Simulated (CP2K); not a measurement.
Consider dichloromethane at its PBE geometry (Å).

```xyz
5

Cl   -1.4751    0.8551   -0.0415
C    -0.0019   -0.1485    0.0092
Cl    1.4990    0.8117   -0.0564
H    -0.0057   -0.7071    0.9478
H    -0.0163   -0.8113   -0.8592
```

Method: CP2K XAS_TDP, all-electron GAPW, PBEh(45%), aug-pc-2, TDA, GW2X-corrected core level, no relativity.

Predict the bright core excitations at the C K edge.

Leading lines: C2 289.38 eV. The leading line of an atom is its first one with 35 % of the strongest within 2.5 eV of its lowest line over the strength cut. Core ionisation energies at this level: C2 294.27 eV.

The first six lines of each atom with a strength over 0.0015:

| atom | energy (eV) | states | strength, one atom | above the computed threshold |
| --- | --- | --- | --- | --- |
| C2 (bonded to 2 Cl and 2 H) | 289.38 | 1 | 0.0444 |  |
|  | 289.60 | 1 | 0.0742 |  |
|  | 291.69 | 1 | 0.0100 |  |
|  | 292.26 | 1 | 0.0303 |  |
|  | 293.45 | 1 | 0.0018 |  |
|  | 293.57 | 1 | 0.0028 |  |

Lines are vertical, at one geometry, with no vibrational structure. GW2X ionisation energies and lines can be off by 1 to 2 eV either way, and a good line position may hide errors that cancel. These values hold no scalar relativity, about 0.1 eV for C 1s. Rydberg lines, and the discretised continuum above threshold, depend on the basis and the box.

[Banner, clock and machine lines of the logs are left out without a mark of their own.]

[Logs are printed without paths, hosts, clocks, repeated set-up lines and the standing remarks that a program may print on its own settings, such as how far it seeks lower states.]

[Hosts, paths, dates, database ids (printed as entryN), source tags and the programs' standing remarks are cut or masked in the printed files.]
